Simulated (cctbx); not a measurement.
# ZrMn3BeO8 across an absorption edge

Space group P1 (no. 1), a = 5.9570 Å, b = 5.9715 Å, c = 6.0050 Å, α = 119.28°, β = 90.48°, γ = 118.98°.

| atom | mult. | x | y | z | Ueq (Å²) |
| --- | --- | --- | --- | --- | --- |
| Zr1 | 1 | 0.5238 | 0.9865 | 0.5229 | 0.0179 |
| Mn1 | 1 | 0.0391 | 0.5079 | 0.5345 | 0.0209 |
| Mn2 | 1 | 0.0379 | 0.0026 | 0.5398 | 0.0218 |
| Mn3 | 1 | 0.0308 | 0.4977 | 0.0449 | 0.0241 |
| O1 | 1 | 0.8147 | 0.0307 | 0.3248 | 0.0293 |
| O2 | 1 | 0.2703 | 0.5076 | 0.7795 | 0.0347 |
| O3 | 1 | 0.8033 | 0.4758 | 0.7753 | 0.0269 |
| O4 | 1 | 0.8109 | 0.0416 | 0.7850 | 0.0322 |
| O5 | 1 | 0.2406 | 0.9455 | 0.2825 | 0.0306 |
| O6 | 1 | 0.2705 | 0.5248 | 0.2941 | 0.0299 |
| O7 | 1 | 0.2548 | 0.9538 | 0.7418 | 0.0279 |
| O8 | 1 | 0.8206 | 0.4824 | 0.2792 | 0.0317 |
| Be1 | 1 | 0.6790 | 0.7680 | 0.9174 | 0.0404 |

This is a model crystal, built by substitution and not relaxed, with assumed displacement parameters.

Calculated with cctbx: free-atom f′ and f″ from the Sasaki tables, no fine structure; amplitudes in electrons.

How do |F(hkl)| and |F(−h−k−l)| change across the Mn K edge?

```text
E (eV)    f'(Mn)   f''          |F|1 -1 0        |F|0 1 1        |F|1 0 0       |F|2 -1 0
   5939   -2.19   0.55       62.7/  62.4     47.8/  47.2     31.8/  32.4     11.8/  10.8
   6289   -3.00   0.50       61.8/  61.6     46.9/  46.4     29.5/  30.0     12.4/  11.5
   6419   -3.73   0.48       61.0/  60.8     46.2/  45.7     27.3/  27.9     13.0/  12.2
   6479   -4.48   0.47       60.3/  60.1     45.5/  45.0     25.1/  25.7     13.6/  12.9
   6509   -5.18   0.47       59.6/  59.4     44.9/  44.4     23.1/  23.6     14.3/  13.6
   6524   -5.91   0.46       58.9/  58.7     44.2/  43.7     20.9/  21.5     14.9/  14.3
   6531   -6.58   0.46       58.3/  58.0     43.5/  43.1     19.0/  19.5     15.5/  14.9
   6535   -7.29   0.46       57.6/  57.3     42.9/  42.4     16.9/  17.4     16.2/  15.6
   6543   -7.51   3.96       57.9/  57.2     42.7/  43.0     18.5/  18.6     15.8/  16.0
   6547   -6.67   3.95       58.7/  58.0     43.5/  43.7     20.7/  20.8     15.0/  15.2
   6554   -5.93   3.95       59.5/  58.7     44.1/  44.4     22.6/  22.8     14.3/  14.5
   6569   -5.12   3.93       60.2/  59.5     44.9/  45.1     24.8/  25.1     13.5/  13.7
   6599   -4.33   3.89       61.0/  60.3     45.6/  45.8     27.0/  27.3     12.8/  13.0
   6689   -3.23   3.79       62.0/  61.3     46.6/  46.8     30.0/  30.3     11.7/  12.0
   6939   -2.10   3.55       63.0/  62.4     47.6/  47.7     33.2/  33.4     10.6/  10.9
```

The edge is at 6539 eV. f′ of Mn falls from -3.7 e at 6419 eV to -7.3 e at 4 eV below it, and f″ steps from 0.46 to 3.95 e across it. Over that approach |F| changes by -6 % (1 -1 0), -7 % (0 1 1), -38 % (1 0 0) and +25 % (2 -1 0): a reflection falls where Mn scatters in phase with the total and rises where it scatters against it; it hardly moves where the Mn term is small or cancels by symmetry or lies in quadrature to the total. The f″ term interferes with the normal scattering with opposite sign for the two Friedel mates. The largest Friedel difference in the scan is 8.8 % of the mean (2 -1 0, at 5939 eV).

[Logs are printed without paths, hosts, clocks, repeated set-up lines and the standing remarks that a program may print on its own settings, such as how far it seeks lower states.]
